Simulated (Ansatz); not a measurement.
**Ca on Pt(111): change of the work function**

Wanted: Δφ(θ) for Ca/Pt(111), starting from the fcc site.

Program: Ansatz 0.2.0. Level of theory: plane-wave DFT, PBE, Ansatz PAW. Results are calculated unless marked as measured.

## 1. Set-up

The cell holds 4 atoms: 4 Pt. Its edges and angles: a = 2.772 Å, b = 2.772 Å, c = 24.790 Å, α = 90.0°, β = 90.0°, γ = 60.0°. Vacuum lies along c.

## 2. The clean slab

The bare slab comes first, as the zero from which every change is counted. The two lowest layers are held at bulk places and the upper ones relax. The dipole correction removes the false field that a one-sided slab makes across the periodic vacuum, so each face gets a flat vacuum level of its own.

input.yaml

```yaml
crystal:
  lattice:
    - [2.7718585823, 0.0, 0.0]
    - [1.3859292911, 2.4004999479, 0.0]
    - [0.0, 0.0, 24.7896391657]
  atoms:
    - { symbol: Pt, position: [0.0, 0.0, 0.3630549013] }
    - { symbol: Pt, position: [0.3333333333, 0.3333333333, 0.4543516338] }
    - { symbol: Pt, position: [0.6666666667, 0.6666666667, 0.5456483662] }
    - { symbol: Pt, position: [0.0, 0.0, 0.6369450987] }
kpoints:
  mp_grid: { grid: [12, 12, 1] }
hamiltonian:
  xc: pbe
scf:
  occupations: { method: fermi_dirac, width: 0.1 }
  convergence: { dr2_threshold: 1.0e-08 }
efield:
  axis: 3
  dipole_correction: true
  ramp_position: 0.97
  ramp_width: 0.06
relax:
  f_tol: 0.02
  max_steps: 60
  constraints: [{ sites: [0, 1] }]
output:
  write_potential: true
  write_density: true
  volumetric_format: npy
```

Command:

```sh
ansatz run input.yaml --threads 4 --pin off --max-ram 16384MiB --backend cpu --events-out ev --progress --plain --runs-dir out
```

Numbers of over 12 decimals in the logs are rounded to 6 here.

What it wrote:

```text
Engine: ansatz 0.2.0, aarch64-unknown-linux-gnu
Pseudopotentials: kind: paw
Pseudopotential: Pt, paw, valence charge 18, recommended cutoff 420 eV (normal), Pt.paw.azcp
Functional definition: PBE
  parameter kappa = 0.804
  parameter beta = 0.066725
  exchange = pbe_x(kappa = kappa, mu = beta*pi^2/3)
  correlation = pbe_c(beta = beta)
Crystal: 4 atoms, lattice volume = 164.946 Å³
Basis set: ecut = 420 eV, 3263 PW (Γ), exchange–correlation on 40×40×360 points (8 copies of the dense FFT grid, shifted against one another)
Bands: 44, of which v1, the nominal top of the filled ones, is band 36 counted from 1 (35 counted from 0)
Symmetry: 6 space group operations
k-points: 19 of 144 (time reversal used)
Non-local potential: Pt, projectors of the file, l = 0: 3, l = 1: 2, l = 2: 2, l = 3: 1
PAW form: soft (Blöchl's): semilocal exchange-correlation on the pseudo side does not see the compensation charge
PAW one-centre angular grid: Pt, 590 points (default); XC on 64 Gauss nodes
Initial density: superposition of atomic densities (neutral atoms: chi_scale 0, normalization atom), corrected by the library's trained network
Initial wavefunctions: pseudopotential atomic-orbital guess
Functional: x = pbe(κ = 0.804, μ = 0.219515), c = pbe(β = 0.066725)
SCF iter   1: F=—  HF=-50090.991717 eV  |F-HF|=—  |Δ(HF+E_count)|=         —  Δρ=5.75e-3  dr2=3.09e-1  ethr=1.77e-3  p=-0.000 e·Å  D=-7.16e-15 V/Å  ΔV_dip=0.00 eV  dr2_dipole=3.81e-7  V_vac-E_F(+/−)=5.23/5.23 eV  ⟨swp⟩=8.8  Hψ=3876  notcnv=0  defer=3
efield: sawtooth ramp at fractional position 0.9700 (set: `efield.ramp_position`, or a place that a band, a saddle search or an elastic batch's reference lends), width 0.0600; the density the first Hamiltonian is built on has a dipole p = -0.000 e·Å; the dipole correction subtracts the counter field D = -7.16e-15 V/Å, which shifts the + side's vacuum level by +0.00 eV against the − side's; the planar-averaged density in the ramp window peaks in size at 7.4e-6 e/Å³
preconditioner: auto → LDOS  [metal: Δε(μ)=0.021 eV  Ē_g=7.789 eV  σ=0.100 eV  W_gap=0.05  n_scr=18 (ndim 8)  ℏωp=18.3 eV  f_vac=0.582  D(μ)=6.47/eV (n_scr^D=38)  β→1.0]
SCF iter   2: F=—  HF=-50090.990102 eV  |F-HF|=—  |Δ(HF+E_count)|=   1.61e-3  Δρ=3.29e-3  dr2=3.42e-2  ethr=4.29e-4  p=-0.000 e·Å  D=-9.35e-6 V/Å  ΔV_dip=0.00 eV  dr2_dipole=9.91e-8  V_vac-E_F(+/−)=5.71/5.71 eV  ⟨swp⟩=2.5  Hψ=1067  notcnv=0  defer=17
SCF iter   3: F=—  HF=-50090.987444 eV  |F-HF|=—  |Δ(HF+E_count)|=   2.66e-3  Δρ=1.41e-3  dr2=2.98e-2  ethr=4.75e-5  p=0.000 e·Å  D=7.75e-6 V/Å  ΔV_dip=-0.00 eV  dr2_dipole=2.74e-8  V_vac-E_F(+/−)=5.60/5.60 eV  ⟨swp⟩=2.6  Hψ=1528  notcnv=0  defer=17
SCF iter   4: F=—  HF=-50090.985222 eV  |F-HF|=—  |Δ(HF+E_count)|=   2.22e-3  Δρ=6.04e-4  dr2=1.66e-3  ethr=4.14e-5  p=-0.000 e·Å  D=-5.42e-7 V/Å  ΔV_dip=0.00 eV  dr2_dipole=9.16e-11  V_vac-E_F(+/−)=5.69/5.69 eV  ⟨swp⟩=2.1  Hψ=1183  notcnv=0  defer=17
SCF iter   5: F=—  HF=-50090.985125 eV  |F-HF|=—  |Δ(HF+E_count)|=   9.70e-5  Δρ=2.71e-4  dr2=8.45e-5  ethr=2.30e-6  p=-0.000 e·Å  D=-3.90e-7 V/Å  ΔV_dip=0.00 eV  dr2_dipole=9.10e-10  V_vac-E_F(+/−)=5.68/5.68 eV  ⟨swp⟩=2.7  Hψ=1289  notcnv=0  defer=17
SCF iter   6: F=—  HF=-50090.985171 eV  |F-HF|=—  |Δ(HF+E_count)|=   4.56e-5  Δρ=4.16e-5  dr2=6.87e-6  ethr=1.17e-7  p=-0.000 e·Å  D=-3.58e-7 V/Å  ΔV_dip=0.00 eV  dr2_dipole=4.46e-10  V_vac-E_F(+/−)=5.66/5.66 eV  ⟨swp⟩=2.3  Hψ=1289  notcnv=0  defer=17
SCF iter   7: F=—  HF=-50090.985173 eV  |F-HF|=—  |Δ(HF+E_count)|=   1.85e-6  Δρ=1.19e-5  dr2=1.38e-7  ethr=9.54e-9  p=-0.000 e·Å  D=-5.42e-8 V/Å  ΔV_dip=0.00 eV  dr2_dipole=9.52e-11  V_vac-E_F(+/−)=5.66/5.66 eV  ⟨swp⟩=2.1  Hψ=1237  notcnv=0  defer=15
SCF iter   8: F=-50090.985173 eV  HF=-50090.985173 eV  |F-HF|=5.49e-8  |Δ(HF+E_count)|=   2.85e-7  Δρ=3.95e-6  dr2=8.81e-9  ethr=1.39e-11  p=-0.000 e·Å  D=-3.69e-9 V/Å  ΔV_dip=0.00 eV  dr2_dipole=1.60e-11  V_vac-E_F(+/−)=5.66/5.66 eV  ⟨swp⟩=8.6  Hψ=6861  notcnv=0
SCF 1 converged in 8 iterations: F = -50090.985173 eV  dr2 = 8.81e-9
  greatest PAW one-centre occupation: 1.000 electrons in one spin orbital (limit 2), on the Pt atom at site 2 (counted from 0), in its partial waves of l = 0
relax step   1: F+E_penalty+E_count = -50090.98517332 eV  Δ(F+E_penalty+E_count) = +0.000e0 eV  max|allowed force component| = 4.882e-1 eV/Å  Δτ_max = 0.0000 Å  (8 SCF iters, accepted)
Initial density: handed on by an earlier stage of this run
Initial wavefunctions: those handed on with the density
iter 1 solved again at ethr=6.41e-4 eV; its pass at ethr=3.10e-3 eV (dr2=4.62e-1 eV) is discarded
SCF iter   1: F=—  HF=-50091.029097 eV  |F-HF|=—  |Δ(HF+E_count)|=         —  Δρ=1.16e-2  dr2=4.80e-1  ethr=6.41e-4  p=0.000 e·Å  D=2.66e-7 V/Å  ΔV_dip=-0.00 eV  dr2_dipole=1.45e-1  V_vac-E_F(+/−)=5.71/5.71 eV  ⟨swp⟩=1.3  Hψ=3370  notcnv=0  defer=8
efield: sawtooth ramp at fractional position 0.9700 (set: `efield.ramp_position`, or a place that a band, a saddle search or an elastic batch's reference lends), width 0.0600; the density the first Hamiltonian is built on has a dipole p = 0.000 e·Å; the dipole correction subtracts the counter field D = 2.66e-7 V/Å, which shifts the + side's vacuum level by -0.00 eV against the − side's; the planar-averaged density in the ramp window peaks in size at 3.0e-6 e/Å³
preconditioner: auto → LDOS  [metal: Δε(μ)=0.019 eV  Ē_g=7.721 eV  σ=0.100 eV  W_gap=0.05  n_scr=18 (ndim 8)  ℏωp=18.3 eV  f_vac=0.575  D(μ)=6.64/eV (n_scr^D=50)  β→1.0]
SCF iter   2: F=—  HF=-50091.023852 eV  |F-HF|=—  |Δ(HF+E_count)|=   5.24e-3  Δρ=5.67e-3  dr2=1.45e-1  ethr=6.41e-4  p=0.004 e·Å  D=4.87e-3 V/Å  ΔV_dip=-0.12 eV  dr2_dipole=2.41e-2  V_vac-E_F(+/−)=5.55/5.67 eV  ⟨swp⟩=2.2  Hψ=1413  notcnv=0  defer=8
SCF iter   3: F=—  HF=-50091.004026 eV  |F-HF|=—  |Δ(HF+E_count)|=   1.98e-2  Δρ=2.86e-3  dr2=4.20e-2  ethr=2.02e-4  p=-0.007 e·Å  D=-7.20e-3 V/Å  ΔV_dip=0.18 eV  dr2_dipole=8.42e-5  V_vac-E_F(+/−)=5.86/5.68 eV  ⟨swp⟩=2.5  Hψ=1442  notcnv=0  defer=8
SCF iter   4: F=—  HF=-50090.997103 eV  |F-HF|=—  |Δ(HF+E_count)|=   6.92e-3  Δρ=9.64e-4  dr2=2.01e-3  ethr=5.84e-5  p=-0.003 e·Å  D=-3.38e-3 V/Å  ΔV_dip=0.08 eV  dr2_dipole=4.64e-5  V_vac-E_F(+/−)=5.76/5.68 eV  ⟨swp⟩=2.2  Hψ=1278  notcnv=0  defer=9
SCF iter   5: F=—  HF=-50090.996566 eV  |F-HF|=—  |Δ(HF+E_count)|=   5.37e-4  Δρ=2.91e-4  dr2=3.62e-4  ethr=2.79e-6  p=-0.003 e·Å  D=-2.80e-3 V/Å  ΔV_dip=0.07 eV  dr2_dipole=2.93e-5  V_vac-E_F(+/−)=5.74/5.68 eV  ⟨swp⟩=2.4  Hψ=1502  notcnv=0  defer=14
[...]
SCF iter   5: F=—  HF=-50091.007567 eV  |F-HF|=—  |Δ(HF+E_count)|=   1.08e-4  Δρ=1.80e-4  dr2=2.14e-4  ethr=1.16e-6  p=-0.001 e·Å  D=-7.97e-4 V/Å  ΔV_dip=0.02 eV  dr2_dipole=3.83e-6  V_vac-E_F(+/−)=5.69/5.67 eV  ⟨swp⟩=3.1  Hψ=1402  notcnv=0  defer=18
SCF iter   6: F=—  HF=-50091.007565 eV  |F-HF|=—  |Δ(HF+E_count)|=   1.81e-6  Δρ=9.20e-5  dr2=5.87e-5  ethr=2.97e-7  p=-0.001 e·Å  D=-1.00e-3 V/Å  ΔV_dip=0.02 eV  dr2_dipole=6.27e-8  V_vac-E_F(+/−)=5.70/5.67 eV  ⟨swp⟩=1.1  Hψ=836  notcnv=0  defer=18
SCF iter   7: F=—  HF=-50091.007553 eV  |F-HF|=—  |Δ(HF+E_count)|=   1.18e-5  Δρ=3.49e-5  dr2=1.06e-5  ethr=8.15e-8  p=-0.001 e·Å  D=-1.10e-3 V/Å  ΔV_dip=0.03 eV  dr2_dipole=8.90e-8  V_vac-E_F(+/−)=5.70/5.67 eV  ⟨swp⟩=1.2  Hψ=849  notcnv=0  defer=18
SCF iter   8: F=—  HF=-50091.007547 eV  |F-HF|=—  |Δ(HF+E_count)|=   6.41e-6  Δρ=1.21e-5  dr2=9.31e-7  ethr=1.47e-8  p=-0.001 e·Å  D=-1.07e-3 V/Å  ΔV_dip=0.03 eV  dr2_dipole=4.31e-9  V_vac-E_F(+/−)=5.70/5.67 eV  ⟨swp⟩=1.3  Hψ=862  notcnv=0  defer=18
SCF iter   9: F=—  HF=-50091.007565 eV  |F-HF|=—  |Δ(HF+E_count)|=   1.86e-5  Δρ=4.45e-6  dr2=4.79e-8  ethr=1.29e-9  p=-0.001 e·Å  D=-1.05e-3 V/Å  ΔV_dip=0.03 eV  dr2_dipole=1.77e-11  V_vac-E_F(+/−)=5.70/5.67 eV  ⟨swp⟩=2.0  Hψ=1206  notcnv=0  defer=17
SCF iter  10: F=-50091.007565 eV  HF=-50091.007565 eV  |F-HF|=8.49e-9  |Δ(HF+E_count)|=   3.09e-8  Δρ=1.25e-6  dr2=6.34e-9  ethr=1.39e-11  p=-0.001 e·Å  D=-1.05e-3 V/Å  ΔV_dip=0.03 eV  dr2_dipole=6.37e-10  V_vac-E_F(+/−)=5.70/5.67 eV  ⟨swp⟩=10.8  Hψ=6133  notcnv=0
SCF 3 converged in 10 iterations: F = -50091.007565 eV  dr2 = 6.34e-9
relax step   3: F+E_penalty+E_count = -50091.00756550 eV  Δ(F+E_penalty+E_count) = -1.103e-2 eV  max|allowed force component| = 7.115e-2 eV/Å  Δτ_max = 0.0918 Å  (10 SCF iters, accepted)
SCF iter   1: F=—  HF=-50091.008192 eV  |F-HF|=—  |Δ(HF+E_count)|=         —  Δρ=8.74e-4  dr2=5.06e-3  ethr=8.17e-5  p=-0.001 e·Å  D=-1.05e-3 V/Å  ΔV_dip=0.03 eV  dr2_dipole=1.69e-3  V_vac-E_F(+/−)=5.70/5.68 eV  ⟨swp⟩=2.1  Hψ=1462  notcnv=0  defer=18
efield: sawtooth ramp at fractional position 0.9700 (set: `efield.ramp_position`, or a place that a band, a saddle search or an elastic batch's reference lends), width 0.0600; the density the first Hamiltonian is built on has a dipole p = -0.001 e·Å; the dipole correction subtracts the counter field D = -1.05e-3 V/Å, which shifts the + side's vacuum level by +0.03 eV against the − side's; the planar-averaged density in the ramp window peaks in size at 2.0e-6 e/Å³
preconditioner: auto → LDOS  [metal: Δε(μ)=0.023 eV  Ē_g=7.759 eV  σ=0.100 eV  W_gap=0.06  n_scr=18 (ndim 8)  ℏωp=18.3 eV  f_vac=0.578  D(μ)=6.69/eV (n_scr^D=50)  β→1.0]
SCF iter   2: F=—  HF=-50091.008116 eV  |F-HF|=—  |Δ(HF+E_count)|=   7.63e-5  Δρ=3.88e-4  dr2=1.13e-3  ethr=7.03e-6  p=-0.001 e·Å  D=-6.34e-4 V/Å  ΔV_dip=0.02 eV  dr2_dipole=3.13e-4  V_vac-E_F(+/−)=5.69/5.67 eV  ⟨swp⟩=2.1  Hψ=1263  notcnv=0  defer=18
SCF iter   3: F=—  HF=-50091.008027 eV  |F-HF|=—  |Δ(HF+E_count)|=   8.81e-5  Δρ=2.54e-4  dr2=3.19e-4  ethr=1.57e-6  p=-0.002 e·Å  D=-1.78e-3 V/Å  ΔV_dip=0.04 eV  dr2_dipole=1.14e-6  V_vac-E_F(+/−)=5.72/5.67 eV  ⟨swp⟩=2.1  Hψ=1334  notcnv=0  defer=18
SCF iter   4: F=—  HF=-50091.007979 eV  |F-HF|=—  |Δ(HF+E_count)|=   4.87e-5  Δρ=5.52e-5  dr2=1.73e-5  ethr=4.43e-7  p=-0.001 e·Å  D=-1.25e-3 V/Å  ΔV_dip=0.03 eV  dr2_dipole=8.32e-7  V_vac-E_F(+/−)=5.70/5.67 eV  ⟨swp⟩=2.6  Hψ=1384  notcnv=0  defer=18
SCF iter   5: F=—  HF=-50091.007980 eV  |F-HF|=—  |Δ(HF+E_count)|=   1.25e-6  Δρ=2.60e-5  dr2=4.55e-6  ethr=2.40e-8  p=-0.001 e·Å  D=-1.28e-3 V/Å  ΔV_dip=0.03 eV  dr2_dipole=1.21e-7  V_vac-E_F(+/−)=5.70/5.67 eV  ⟨swp⟩=2.7  Hψ=1356  notcnv=0  defer=18
SCF iter   6: F=—  HF=-50091.007983 eV  |F-HF|=—  |Δ(HF+E_count)|=   2.75e-6  Δρ=1.36e-5  dr2=1.32e-6  ethr=6.32e-9  p=-0.001 e·Å  D=-1.27e-3 V/Å  ΔV_dip=0.03 eV  dr2_dipole=2.79e-9  V_vac-E_F(+/−)=5.70/5.67 eV  ⟨swp⟩=1.2  Hψ=826  notcnv=0  defer=18
SCF iter   7: F=—  HF=-50091.007983 eV  |F-HF|=—  |Δ(HF+E_count)|=   1.03e-7  Δρ=5.23e-6  dr2=2.30e-7  ethr=1.84e-9  p=-0.001 e·Å  D=-1.26e-3 V/Å  ΔV_dip=0.03 eV  dr2_dipole=3.75e-9  V_vac-E_F(+/−)=5.70/5.67 eV  ⟨swp⟩=1.2  Hψ=830  notcnv=0  defer=18
SCF iter   8: F=—  HF=-50091.007983 eV  |F-HF|=—  |Δ(HF+E_count)|=   2.13e-8  Δρ=1.98e-6  dr2=1.77e-8  ethr=3.19e-10  p=-0.001 e·Å  D=-1.27e-3 V/Å  ΔV_dip=0.03 eV  dr2_dipole=2.49e-10  V_vac-E_F(+/−)=5.70/5.67 eV  ⟨swp⟩=1.3  Hψ=909  notcnv=0  defer=18
SCF iter   9: F=-50091.007983 eV  HF=-50091.007983 eV  |F-HF|=3.28e-9  |Δ(HF+E_count)|=   1.65e-8  Δρ=5.76e-7  dr2=7.83e-10  ethr=1.39e-11  p=-0.001 e·Å  D=-1.27e-3 V/Å  ΔV_dip=0.03 eV  dr2_dipole=4.15e-12  V_vac-E_F(+/−)=5.70/5.67 eV  ⟨swp⟩=9.9  Hψ=5738  notcnv=0
SCF 4 converged in 9 iterations: F = -50091.007983 eV  dr2 = 7.83e-10
relax step   4: F+E_penalty+E_count = -50091.00798290 eV  Δ(F+E_penalty+E_count) = -4.174e-4 eV  max|allowed force component| = 3.487e-4 eV/Å  Δτ_max = 0.0131 Å  (9 SCF iters, accepted)
NSCF: frozen V_eff on 19 k-points
the band table was solved once a step of the walk had ended and its energy, with any forces and stress, was formed, with the checks that follow a solve (4584 applications of the Hamiltonian). They found nothing against the state; the energy, forces and stress were not computed again (output.eigenvalues in the input reference)
SCF converged after 9 iterations
Free energy (F): -50091.007983 eV
Harris-Foulkes:  -50091.007983 eV  (|F-HF|=3.28e-9)
Internal energy: -50090.790083 eV  (E = F + TS)
E sigma→0 (E₀):  -50090.899033 eV
Entropy (-TS):   -0.217900 eV (-54.475 meV/atom)
Fermi energy:    4.900471 eV
Dipole field:    D = -0.001269 V/Å  (p = -0.001156 e·Å, saw-weighted, corrected)
Work function:   Φ+ = 5.7030 eV   Φ− = 5.6716 eV
Levels:          The Fermi level and band energies are counted from a zero that moves with the ramp; work functions are not
--- Per-component energies (eV) ---
  E_band       = -1818.910560
  E_kinetic    = 2546.761399
  E_local      = -123966.042925  (includes V_loc(G=0)·N_el)
  E_nonlocal   = 800.189997
  E_hartree    = 60581.101335
  E_xc         = -1044.614578
  E_vxc        = -1207.827318  (∫ρ·V_xc dr)
  E_paw        = -37816.082999  (= ΣΔE_a)
  E_vpaw       = -1154.195293  (= ΣTr[D̂ρ^β])
  E_aug_tail   = 0.000812  (compensation charges beyond the density's cutoff)
  E_efield     = 0.000001  (sawtooth field / dipole correction)
  E_vefield    = 0.003642  (∫n·V_field dr)
  E_ewald      = 48807.896875
  E_smearing   = -0.217900  (= −TS)
  E_closure    = -0.000000  (closes the sum)
  Σ components = -50091.007983   (vs F -50091.007983, Δ=0.00e0)
--- Forces (eV/Å), atoms counted from 1 ---
  atom   1  Pt    -0.00000000    -0.00000000    -0.48014120
  atom   2  Pt     0.00000000    -0.00000000     0.47992532
  atom   3  Pt    -0.00000000    -0.00000000     0.00034872
  atom   4  Pt     0.00000000     0.00000000    -0.00014185
  max |Σ_I F_I| component: 9.01e-6 eV/Å
--- Band table (eV; the first three rows and the last of 19) ---
  k-point 0: bands = [... 32 lower, 3.3721, 3.7295, 3.7295, 4.4538, 4.4538, 4.4677, 4.8736, 4.8736, ... 4 higher]
  k-point 1: bands = [... 32 lower, 3.2564, 3.5694, 3.7370, 3.8498, 4.2372, 4.4477, 4.8839, 5.4119, ... 4 higher]
  k-point 2: bands = [... 32 lower, 3.0456, 3.1540, 3.4980, 3.7132, 4.4250, 4.6025, 4.9064, 6.3631, ... 4 higher]
  k-point 18: bands = [... 32 lower, 4.2535, 4.5924, 4.6084, 4.6216, 9.8513, 9.8824, 9.8903, 10.6257, ... 4 higher]
--- Relaxed structure (4 steps of the walk, 4 accepted, 0 SCFs on fresh bases) ---
  F+E_penalty+E_count = -50091.00798290 eV   max|allowed force component| = 3.487e-4 eV/Å
  atoms:
    - { symbol: Pt, position: [0.0, 0.0, 0.363055] }
    - { symbol: Pt, position: [0.333333, 0.333333, 0.454352] }
    - { symbol: Pt, position: [0.666667, 0.666667, 0.547405] }
    - { symbol: Pt, position: [1.786073762132227e-18, -8.930368810661091e-19, 0.641619] }
```

It took 17 s on 4 threads of Arm Neoverse V1, shared host; peak memory 0.48 GiB; 66 s of CPU time.

The steps of the relaxation:

| step | energy less that of the first step (eV) | largest force component (eV/Å) |
| --- | --- | --- |
| 1 | 0.0000 | 0.4882 |
| 2 | -0.0114 | 0.3306 |
| 3 | -0.0224 | 0.0711 |
| 4 | -0.0228 | 0.0003 |

Forces are held to the 6 operations that the run works with; a distortion that breaks them can't arise in this run.

The atoms that moved most (Å):

| atom | dx | dy | dz | length |
| --- | --- | --- | --- | --- |
| Pt4 | 0.000 | 0.000 | 0.116 | 0.116 |
| Pt3 | 0.000 | 0.000 | 0.044 | 0.044 |

Numbers from this step:

| Property | Result |
| --- | --- |
| energy at zero smearing | -50090.8990 eV |
| work function, upper face | 5.703 eV |
| work function, lower face | 5.672 eV |
| dipole along the normal | -0.001156 e·Å |
| step between the vacuum levels | 0.03145 eV |

Running mean over 2.263 Å of the planar mean; the ramp of the sawtooth is left out. Table of electron's electrostatic potential energy less the Fermi level by z:

| z (Å) | electron's electrostatic potential energy less the Fermi level (eV) |
| --- | --- |
| 3.5 | 5.67 |
| 4.0 | 5.67 |
| 4.5 | 5.67 |
| 5.0 | 5.67 |
| 5.5 | 5.66 |
| 6.0 | 5.61 |
| 6.5 | 5.42 |
| 7.0 | 4.60 |
| 7.5 | 1.20 |
| 8.0 | -4.97 |
| 8.5 | -9.97 |
| 9.0 | -11.6 |
| 9.5 | -11.9 |
| 10.0 | -12.1 |
| 10.5 | -12.1 |
| 11.0 | -12.2 |
| 11.5 | -12.1 |
| 12.0 | -11.8 |
| 12.5 | -11.7 |
| 13.0 | -11.9 |
| 13.5 | -12.1 |
| 14.0 | -11.8 |
| 14.5 | -11.2 |
| 15.0 | -11.2 |
| 15.5 | -11.5 |
| 16.0 | -11.3 |
| 16.5 | -9.22 |
| 17.0 | -3.69 |
| 17.5 | 2.21 |
| 18.0 | 4.90 |
| 18.5 | 5.51 |
| 19.0 | 5.66 |
| 19.5 | 5.69 |
| 20.0 | 5.70 |
| 20.5 | 5.70 |
| 21.0 | 5.70 |
| 21.5 | 5.70 |

The relaxation took 4 steps and lowered the energy by 0.023 eV; the largest force on the free atoms ends at 3.5e-4 eV/Å.

The work function of the upper face is 5.70 eV.

(Continued in part 2 of 3.)

[Logs are printed without paths, hosts, clocks, repeated set-up lines and the standing remarks that a program may print on its own settings, such as how far it seeks lower states.]

[Hosts, paths, dates, database ids (printed as entryN), source tags and the programs' standing remarks are cut or masked in the printed files.]

[Maps of the electrostatic potential energy from Ansatz leave out the sawtooth potential of an applied field or a dipole correction, so their vacuum need not be flat; planar profiles and work functions include it.]
